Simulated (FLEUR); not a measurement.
## Collinear magnetic orders of free Fe(110) film, 1 layer with FLEUR

Wanted: the moments of free Fe(110) film, 1 layer and the energy of each order that was tried.

Calculated with FLEUR MaX-R8.1; LDA (VWN); all-electron FLAPW film, Dirac cores, scalar-relativistic bands.

Report form: the programs' logs are mostly left out.

## Step 1: The starting structure

The cell holds 1 atom: 1 Fe. Its edges and angles: a = 2.482 Å, b = 2.482 Å, c = 14.000 Å, α = 90.0°, β = 90.0°, γ = 109.5°. Layers at typed spacings, unrelaxed. Vacuum lies along c.

Coordinates:

```cif
data_structure
_symmetry_space_group_name_H-M 'P 1'
_symmetry_Int_Tables_number 1
_cell_length_a 2.4820
_cell_length_b 2.4820
_cell_length_c 14.0000
_cell_angle_alpha 90.000
_cell_angle_beta 90.000
_cell_angle_gamma 109.471
_cell_volume 81.31
loop_
_atom_site_label
_atom_site_type_symbol
_atom_site_fract_x
_atom_site_fract_y
_atom_site_fract_z
_atom_site_occupancy
Fe1 Fe 0.00000 0.00000 0.50000 1
```

## Step 2: Run 1 (ferro +)

The parallel start comes first: it shows whether parallel moments hold.

inpgen writes inp.xml from crystal.txt; cutoffs, mixing, functional, smearing and local orbitals are then set in the file. The k list default-1 (kpts.xml, not shown) is a Γ-centred 16×16×1 mesh; where the ranks do not divide the number of points, some are split in two of half the weight.

The input, inp.xml:

```
<?xml version="1.0" encoding="UTF-8" standalone="no"?>
<fleurInput fleurInputVersion="0.39">
   <comment>
      Fe
   </comment>
   <calculationSetup>
      <cutoffs Kmax="3.68" Gmax="11.0" GmaxXC="11.0" numbands="0"/>
      <scfLoop itmax="120" minDistance="0.00002" maxIterBroyd="15" imix="Anderson" alpha="0.03" precondParam="0.0" spinf="2.0" sdNocoIR="T"/>
      <coreElectrons ctail="T" frcor="F" kcrel="1" coretail_lmax="0"/>
      <xcFunctional name="vwn" relativisticCorrections="F"/>
      <magnetism jspins="2"/>
      <soc l_soc="F" theta="0.0" phi="0.0" spav="F"/>
      <expertModes spex="0" secvar="F"/>
      <geometryOptimization l_f="F" forcealpha="1.0" forcemix="BFGS" epsdisp="0.00001" epsforce="0.00001"/>
      <ldaU l_linMix="F" mixParam="0.05" spinf="1.0"/>
   </calculationSetup>
   <cell>
      <bzIntegration valenceElectrons="16.0" mode="hist" fermiSmearingEnergy="0.00183747">
         <kPointListSelection listName="default-1"/>
         <xi:include xmlns:xi="http://www.w3.org/2001/XInclude" href="kpts.xml"> </xi:include>
      </bzIntegration>
      <xi:include xmlns:xi="http://www.w3.org/2001/XInclude" href="sym.xml"> </xi:include>
      <filmLattice scale="1.0" dVac="5.26" dTilda="7.76">
         <bravaisMatrixFilm>
            <row-1>    2.7079775365518000    -3.8296584928783730</row-1>
            <row-2>    2.7079775365518000     3.8296584928783730</row-2>
         </bravaisMatrixFilm>
         <vacuumEnergyParameters vacuum="1" spinUp="-.25" spinDown="-.25"/>
      </filmLattice>
   </cell>
   <atomSpecies>
      <species name="Iron (Fe) 2.800" element="Fe" atomicNumber="26">
         <mtSphere radius="2.23" gridPoints="737" logIncrement="0.016"/>
         <atomicCutoffs lmax="8" lnonsphr="6"/>
         <electronConfig flipSpins="F">
            <coreConfig>(1s1/2) (2s1/2) (2p1/2) (2p3/2)</coreConfig>
            <valenceConfig>(3s1/2) (3p1/2) (3p3/2) (4s1/2) (3d3/2) (3d5/2)</valenceConfig>
            <stateOccupation state="(3d3/2)" spinUp="1.4" spinDown="1.0"/>
            <stateOccupation state="(3d5/2)" spinUp="3.0" spinDown="0.6"/>
         </electronConfig>
         <energyParameters s="4" p="4" d="3" f="4"/>
         <lo type="SCLO" l="0" n="3" eDeriv="0"/>
         <lo type="SCLO" l="1" n="3" eDeriv="0"/>
      </species>
   </atomSpecies>
   <atomGroups>
      <atomGroup species="Iron (Fe) 2.800">
         <filmPos label="                   1">.0000000000 .0000000000 .0000000000</filmPos>
         <force calculate="T" relaxXYZ="TTT"/>
      </atomGroup>
   </atomGroups>
   <output dos="F" band="F" slice="F">
      <bandDOS minEnergy="-.5*Htr" maxEnergy="0.5*Htr" sigma="0.015" storeEVData="T"/>
      <plotting iplot="0" polar="F">
         <plot TwoD="T" vec1="  1.0  0.0  0.0" vec2="  0.0  1.0  0.0" vec3="  0.0  0.0  1.0" zero="  0.0  0.0 -0.5" file="plot"/>
      </plotting>
      <moessbauerParams electricFieldGradient="F" isomerShift="T" coreHyperfine="T" valenceHyperfine="T"/>
   </output>
</fleurInput>
```

The input, crystal.txt:

```
Fe
&input film=T cartesian=F /
1.43300000000  -2.02656800000  0.00000000000
1.43300000000  2.02656800000  0.00000000000
0.00000000000  0.00000000000  1.00000000000
1.8897261246
1.0 1.0 1.0

1
26 0.00000000000  0.00000000000  0.00000000000 : 2.800

&kpt div1=16 div2=16 div3=1 gamma=T /
```

The run is started by

```
> OMP_NUM_THREADS=1 inpgen -f crystal.txt > inpgen.log  # inp.xml is then edited as shown
> OMP_NUM_THREADS=1 mpirun -n 4 fleur_MPI > fleur.log
```

Run time: 20 s. Hardware: 4 MPI ranks of Arm Neoverse N1, shared host; peak memory 0.21 GiB.

This step gave:

```
free energy                                                       : -34572.3046 eV
program's band gap on this mesh (in a metal only a level spacing) : 0.007617 eV
magnetization                                                     : 2.874 μB
final state                                                       : ferromagnetic
largest moment                                                    : 2.798 μB
```

After 23 cycles the largest moment stands at 2.80 μB.

## Step 3: Order 2, typed as antiferro q=(1/2,1/2,0) +-

An opposed order shows whether neighbours prefer unlike signs.

The cell is doubled to 2 atoms to hold this order. The mesh is halved along the doubled vector, so that both cells sample the same points. The k list default-1 (kpts.xml, not shown) is a Γ-centred 8×16×1 mesh.

inp.xml: that of step 2 with these lines changed.

```diff
@@ -17,3 +17,3 @@
    <cell>
-      <bzIntegration valenceElectrons="16.0" mode="hist" fermiSmearingEnergy="0.00183747">
+      <bzIntegration valenceElectrons="32.0" mode="hist" fermiSmearingEnergy="0.00183747">
          <kPointListSelection listName="default-1"/>
@@ -24,4 +24,4 @@
          <bravaisMatrixFilm>
-            <row-1>    2.7079775365518000    -3.8296584928783730</row-1>
-            <row-2>    2.7079775365518000     3.8296584928783730</row-2>
+            <row-1>    5.4159550731035999    -7.6593169857567460</row-1>
+            <row-2>    5.4159550731035999     0.0000000000000000</row-2>
          </bravaisMatrixFilm>
@@ -44,2 +44,15 @@
       </species>
+      <species name="Iron (Fe) -2.800" element="Fe" atomicNumber="26">
+         <mtSphere radius="2.23" gridPoints="737" logIncrement="0.016"/>
+         <atomicCutoffs lmax="8" lnonsphr="6"/>
+         <electronConfig flipSpins="F">
+            <coreConfig>(1s1/2) (2s1/2) (2p1/2) (2p3/2)</coreConfig>
+            <valenceConfig>(3s1/2) (3p1/2) (3p3/2) (4s1/2) (3d3/2) (3d5/2)</valenceConfig>
+            <stateOccupation state="(3d3/2)" spinUp="1.0" spinDown="1.4"/>
+            <stateOccupation state="(3d5/2)" spinUp="0.6" spinDown="3.0"/>
+         </electronConfig>
+         <energyParameters s="4" p="4" d="3" f="4"/>
+         <lo type="SCLO" l="0" n="3" eDeriv="0"/>
+         <lo type="SCLO" l="1" n="3" eDeriv="0"/>
+      </species>
    </atomSpecies>
@@ -48,2 +61,6 @@
          <filmPos label="                   1">.0000000000 .0000000000 .0000000000</filmPos>
+         <force calculate="T" relaxXYZ="TTT"/>
+      </atomGroup>
+      <atomGroup species="Iron (Fe) -2.800">
+         <filmPos label="                   2">1.000/2.000 .0000000000 .0000000000</filmPos>
          <force calculate="T" relaxXYZ="TTT"/>
```

The input, crystal.txt:

```
Fe
&input film=T cartesian=F /
2.86600000000  -4.05313600000  0.00000000000
2.86600000000  0.00000000000  0.00000000000
0.00000000000  0.00000000000  1.00000000000
1.8897261246
1.0 1.0 1.0

2
26 0.00000000000  0.00000000000  0.00000000000 : 2.800
26 0.50000000000  0.00000000000  0.00000000000 : -2.800

&kpt div1=8 div2=16 div3=1 gamma=T /
```

Run time: 68 s. Hardware: 4 MPI ranks; peak memory 0.38 GiB.

Read from the output:

| Item | Value |
| --- | --- |
| free energy | -69143.9881 eV |
| program's band gap on this mesh (in a metal only a level spacing) | 0 eV |
| magnetization | 0 μB |
| final state | antiferromagnetic |
| largest moment | 2.587 μB |

It lies 311 meV a seeded atom over the first start, and its largest moment is 2.59 μB against 2.80 μB.

## Step 4: Order 3, typed as no spin polarisation

A spinless run gives the zero against which the gain from the moments is read.

The k list default-1 (kpts.xml, not shown) is a Γ-centred 16×16×1 mesh.

The input, inp.xml:

```
<?xml version="1.0" encoding="UTF-8" standalone="no"?>
<fleurInput fleurInputVersion="0.39">
   <comment>
      Fe
   </comment>
   <calculationSetup>
      <cutoffs Kmax="3.68" Gmax="11.0" GmaxXC="11.0" numbands="0"/>
      <scfLoop itmax="120" minDistance="0.00002" maxIterBroyd="15" imix="Anderson" alpha="0.03" precondParam="0.0" spinf="2.0" sdNocoIR="T"/>
      <coreElectrons ctail="T" frcor="F" kcrel="1" coretail_lmax="0"/>
      <xcFunctional name="vwn" relativisticCorrections="F"/>
      <magnetism jspins="1"/>
      <soc l_soc="F" theta="0.0" phi="0.0" spav="F"/>
      <expertModes spex="0" secvar="F"/>
      <geometryOptimization l_f="F" forcealpha="1.0" forcemix="BFGS" epsdisp="0.00001" epsforce="0.00001"/>
      <ldaU l_linMix="F" mixParam="0.05" spinf="1.0"/>
   </calculationSetup>
   <cell>
      <bzIntegration valenceElectrons="16.0" mode="hist" fermiSmearingEnergy="0.00183747">
         <kPointListSelection listName="default-1"/>
         <xi:include xmlns:xi="http://www.w3.org/2001/XInclude" href="kpts.xml"> </xi:include>
      </bzIntegration>
      <xi:include xmlns:xi="http://www.w3.org/2001/XInclude" href="sym.xml"> </xi:include>
      <filmLattice scale="1.0" dVac="5.26" dTilda="7.76">
         <bravaisMatrixFilm>
            <row-1>    2.7079775365518000    -3.8296584928783730</row-1>
            <row-2>    2.7079775365518000     3.8296584928783730</row-2>
         </bravaisMatrixFilm>
         <vacuumEnergyParameters vacuum="1" spinUp="-.25" spinDown="-.25"/>
      </filmLattice>
   </cell>
   <atomSpecies>
      <species name="Iron (Fe)" element="Fe" atomicNumber="26">
         <mtSphere radius="2.23" gridPoints="737" logIncrement="0.016"/>
         <atomicCutoffs lmax="8" lnonsphr="6"/>
         <electronConfig flipSpins="F">
            <coreConfig>(1s1/2) (2s1/2) (2p1/2) (2p3/2)</coreConfig>
            <valenceConfig>(3s1/2) (3p1/2) (3p3/2) (4s1/2) (3d3/2) (3d5/2)</valenceConfig>
            <stateOccupation state="(3d3/2)" spinUp="1.200000" spinDown="1.200000"/>
            <stateOccupation state="(3d5/2)" spinUp="1.800000" spinDown="1.800000"/>
         </electronConfig>
         <energyParameters s="4" p="4" d="3" f="4"/>
         <lo type="SCLO" l="0" n="3" eDeriv="0"/>
         <lo type="SCLO" l="1" n="3" eDeriv="0"/>
      </species>
   </atomSpecies>
   <atomGroups>
      <atomGroup species="Iron (Fe)">
         <filmPos label="                   1">.0000000000 .0000000000 .0000000000</filmPos>
         <force calculate="T" relaxXYZ="TTT"/>
      </atomGroup>
   </atomGroups>
   <output dos="F" band="F" slice="F">
      <bandDOS minEnergy="-.5*Htr" maxEnergy="0.5*Htr" sigma="0.015" storeEVData="T"/>
      <plotting iplot="0" polar="F">
         <plot TwoD="T" vec1="  1.0  0.0  0.0" vec2="  0.0  1.0  0.0" vec3="  0.0  0.0  1.0" zero="  0.0  0.0 -0.5" file="plot"/>
      </plotting>
      <moessbauerParams electricFieldGradient="F" isomerShift="T" coreHyperfine="T" valenceHyperfine="T"/>
   </output>
</fleurInput>
```

The input, crystal.txt:

```
Fe
&input film=T cartesian=F /
1.43300000000  -2.02656800000  0.00000000000
1.43300000000  2.02656800000  0.00000000000
0.00000000000  0.00000000000  1.00000000000
1.8897261246
1.0 1.0 1.0

1
26 0.00000000000  0.00000000000  0.00000000000

&kpt div1=16 div2=16 div3=1 gamma=T /
```

The job ended after 10 s (4 MPI ranks; peak memory 0.17 GiB).

This step gave:

```
free energy                                                       : -34571.4817 eV
program's band gap on this mesh (in a metal only a level spacing) : 0.02438 eV
final state                                                       : non-magnetic (no spin polarisation)
```

It lies 823 meV a seeded atom over the first start.

## Step 5: The states side by side

Free energies are divided by the number of seeded atoms, so that cells of unlike size compare. Wavevectors q in the names are fractions of the primitive cell's reciprocal vectors.

Orders:

```tsv
start	final state	typed order kept	energy over the lowest (meV a seeded atom)	largest sphere moment (μB)	net moment (μB a primitive cell)	mesh matched	CPU time (s)
ferro +	ferromagnetic	yes	0	2.798	2.875	yes	81.16
antiferro q=(1/2,1/2,0) +-	antiferromagnetic	yes	310.6	2.587	0	yes	272.3
no spin polarisation	non-magnetic	-	822.9	0	0	yes	40.39
```

## Step 6: Spin–orbit coupling, moments along z

Spin–orbit coupling ties the spins to the lattice and lets orbital moments form.

A new self-consistent run of the start ferro +, with the moments along z.

inp.xml: that of step 2 with these lines changed.

```diff
@@ -6,3 +6,3 @@
    <calculationSetup>
-      <cutoffs Kmax="3.68" Gmax="11.0" GmaxXC="11.0" numbands="0"/>
+      <cutoffs Kmax="3.68" Gmax="11.0" GmaxXC="11.0" numbands="36"/>
       <scfLoop itmax="120" minDistance="0.00002" maxIterBroyd="15" imix="Anderson" alpha="0.03" precondParam="0.0" spinf="2.0" sdNocoIR="T"/>
@@ -11,3 +11,3 @@
       <magnetism jspins="2"/>
-      <soc l_soc="F" theta="0.0" phi="0.0" spav="F"/>
+      <soc l_soc="T" theta="0.0" phi="0.0" spav="F"/>
       <expertModes spex="0" secvar="F"/>
```

crystal.txt: that of step 2 with these lines changed.

```diff
@@ -11,2 +11,3 @@
 
+&soc 0.0000000 0.0000000 /
 &kpt div1=16 div2=16 div3=1 gamma=T /
```

Elapsed: 46 s, on 4 MPI ranks; peak memory 0.3 GiB.

Read from the output:

| Property | Result |
| --- | --- |
| free energy | -34572.3205 eV |
| program's band gap on this mesh (in a metal only a level spacing) | 0 eV |
| magnetization | 2.871 μB |
| final state | ferromagnetic |
| largest moment | 2.794 μB |
| orbital moment along the spin | 0.07398 μB |

Orbital moment in the sphere, along the spin axis by atom:

```tsv
atom	orbital moment in the sphere, along the spin axis (μB)
Fe1	0.0740
```

Fields along z, the direction of positive moments; semicore shells count as valence. Hyperfine fields at the nuclei:

```tsv
atom	core contact (T)	valence contact (T)	dipolar (T)	orbital (T)	sum (T)	density at the nucleus (e/bohr³)
Fe1	-63.87	50.25	7.03	4.227	-2.365	15068
```

## Step 7: What came out

```json
{"lowest state found": "ferromagnetic (typed ferro +)", "largest site spin moment": "2.80 μB", "next finished state": "antiferromagnetic, 311 meV a seeded atom higher", "energy gained by spin polarisation": "823 meV a seeded atom", "hyperfine field at Fe1, along its moment": "-2.36 T", "orbital moment on the atom of largest spin, along its spin (spin–orbit run)": "0.0740 μB"}
```

In words: The lowest state found is ferromagnetic, reached from the start ferro +, with moments up to 2.80 μB. The next finished state costs 311 meV a seeded atom. At Fe1 the core shells give -63.9 T and the valence and semicore s states 50.2 T along the moment, -4.88 T per μB together; orbital and dipolar parts add 11 T. Semilocal functionals tend to give too weak a core polarisation. The orbital moment is parallel to the spin. This is the lowest of 3 finished starts, no proof of the ground state.

[Logs and program files are shortened in this print: banners, set-up blocks, solver, clock and traceback lines can be left out without a mark of their own.]

[Logs are printed without paths, hosts, clocks, repeated set-up lines and the standing remarks that a program may print on its own settings, such as how far it seeks lower states.]

[Hosts, paths, dates, database ids (printed as entryN), source tags and the programs' standing remarks are cut or masked in the printed files.]

[Where a cell is said to come from a database of computed structures, the database is the Materials Project.]
